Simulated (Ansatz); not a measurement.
The compound is KCrF3 (P4/mmm).

The structure is tetragonal, space group P4/mmm (No. 123). Conventional cell: a = 4.094 Å, b = 4.094 Å, c = 4.601 Å, α = 90.00°, β = 90.00°, γ = 90.00°. Nearest to K lie 12 F at 2.89 to 3.08 Å. Nearest to Cr lie 6 F at 2.05 to 2.30 Å. Nearest to F lie 2 Cr at 2.30 Å and 4 K at 2.89 Å. F has 2 Cr at 2.05 Å and 4 K at 3.08 Å nearest. Farther neighbours and most contacts between anions are not listed.

```xyz
5
Lattice="-4.0936 0.0000 0.0000 0.0000 -4.0936 0.0000 0.0000 0.0000 4.6006" Properties=species:S:1:pos:R:3 pbc="T T T"
K    -2.0468   -2.0468    2.3003
Cr    0.0000    0.0000    0.0000
F     0.0000    0.0000    2.3003
F     0.0000   -2.0468    0.0000
F    -2.0468    0.0000    0.0000
```

The cell and positions are those that the Materials Project relaxed with its own functionals (PBE, PBE+U or r2SCAN), kept fixed. PAW set soft_2, made with PBE.

A constrained-RPA run (Ansatz 0.2.0; non-magnetic LDA; Cr d, bands v2 to c3, 4×4×4 mesh, medium accuracy) builds 5 functions on bands 2.8 eV wide, with 4.0 electrons in the window. The bare on-site interaction is 19.2 eV and the bare J 0.65 eV.

What U and J survive the screening?

On the Cr d shell, U = 7.07 eV (37 % of the bare value), U′ = 6.01 eV, J = 0.53 eV.

The parent state is non-magnetic and the interaction static (zero frequency); U depends on the window and the orbitals, so it belongs to this model alone.

[Paths, hosts, dates, memory and timing lines, banners, echoed tables and standing remarks are left out of the program output.]

[Logs are printed without paths, hosts, clocks, repeated set-up lines and the standing remarks that a program may print on its own settings, such as how far it seeks lower states.]

[Runs of the session that timed out or met a known fault of the program may be left out.]

[Hosts, paths, dates, database ids (printed as entryN), source tags and the programs' standing remarks are cut or masked in the printed files.]
